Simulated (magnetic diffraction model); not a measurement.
## Na₈MnS₆: what an assumed order does to the neutron pattern

Space group P6_3cm (no. 185), a = 7.2470 Å, c = 14.2580 Å.

| site | atom | x | y | z |
| --- | --- | --- | --- | --- |
| 2a | Mn | 0 | 0 | 0.9932 |
| 6c | S | 0 | 0.3028 | 0.4511 |
| 4b | S | 1/3 | 2/3 | 0.7163 |
| 2a | S | 0 | 0 | 0.1739 |
| 6c | Na | 0 | 0.3144 | 0.2636 |
| 6c | Na | 0 | 0.3883 | 0.6297 |
| 4b | Na | 1/3 | 2/3 | 0.9046 |

The compound is invented for this exercise: a known structure type with other elements, its cell scaled to their sizes and not relaxed.

Only Mn is taken to order (form factors of Mn4+); orders and moment sizes are assumed, and not adapted to the symmetry. Radiation: neutrons of λ = 1.909 Å, 3° to 45°; isotropic B of 0.57 Å² (Mn), 0.81 Å² (S) and 0.74 Å² (Na). The intensities are simulated: I ∝ L Σ (|F_N|² + |F_M⊥|²) for unpolarised neutrons, with F_M = 2.695 fm/μB × Σ f(s) S exp(2πi Q·r) exp(−B s²) at Q = H ± k (one set where k and −k are equivalent), only the part normal to Q counting and L = 1/(sin²θ cos θ). For a modulated order the moment at position r is S exp(−2πi k·r) + c.c., with S = m/2 for a sine wave of amplitude m and S = m(u + iv)/2 for moments turning in a plane, u and v being orthogonal unit vectors in it; the phase factor of the sum at Q = H + k is then exp(2πi H·r). Form factors are spin-only for 3d ions and dipole or tabulated for f ions, scattering lengths are Sears's of 1992, and absorption is left out. A label names one of the reflections at its angle. The strongest nuclear line in the range is 100, and lines under 0.2 are left out.

Assume the order k = (0 0 1/6), a sine wave with moments along [001] (amplitudes given), 2.9 μB on Mn; signs + at (0, 0, 0.9932), − at (0, 0, 0.4932).

Predict the pattern, nuclear and magnetic parts apart.

```tsv
2θ (°)	index	nuclear	magnetic
15.39	(0 0 2)	52.2	0.0
17.50	(1 0 0)	43.7	0.0
18.64	(1 0 5/6)	0.0	16.4
19.69	(1 0 7/6)	0.0	13.1
23.38	(1 0 2)	17.9	0.0
28.14	(1 0 17/6)	0.0	2.8
30.25	(1 0 19/6)	0.0	2.0
30.55	(1 1 0)	1.4	0.0
31.06	(0 0 4)	25.2	0.0
31.24	(1 1 5/6)	0.0	5.3
31.54	(1 1 1)	100.0	0.0
31.89	(1 1 7/6)	0.0	4.8
34.37	(1 1 2)	18.2	0.0
35.42	(2 0 0)	6.0	0.0
35.87	(1 0 4)	2.0	0.0
36.03	(2 0 5/6)	0.0	3.7
36.60	(2 0 7/6)	0.0	3.5
37.88	(1 1 17/6)	0.0	2.2
38.69	(1 1 3)	30.9	0.0
38.82	(2 0 2)	45.0	0.0
39.53	(1 1 19/6)	0.0	1.8
41.90	(1 0 29/6)	0.0	0.5
42.01	(2 0 17/6)	0.0	1.8
43.52	(2 0 19/6)	0.0	1.5
44.13	(1 1 4)	34.5	0.0
44.40	(1 0 31/6)	0.0	0.3
```

The strongest magnetic line in the range is (1 0 5/6) at 18.64° (16.4). On top of the Lorentz factor, which all lines share, magnetic lines fade with angle because f falls: for Mn4+ it is 0.92, 0.73, 0.50 and 0.17 at sin θ/λ = 0.1, 0.2, 0.3 and 0.5 Å⁻¹, while nuclear lengths stay constant. The order has no net moment.

[Logs are printed without paths, hosts, clocks, repeated set-up lines and the standing remarks that a program may print on its own settings, such as how far it seeks lower states.]
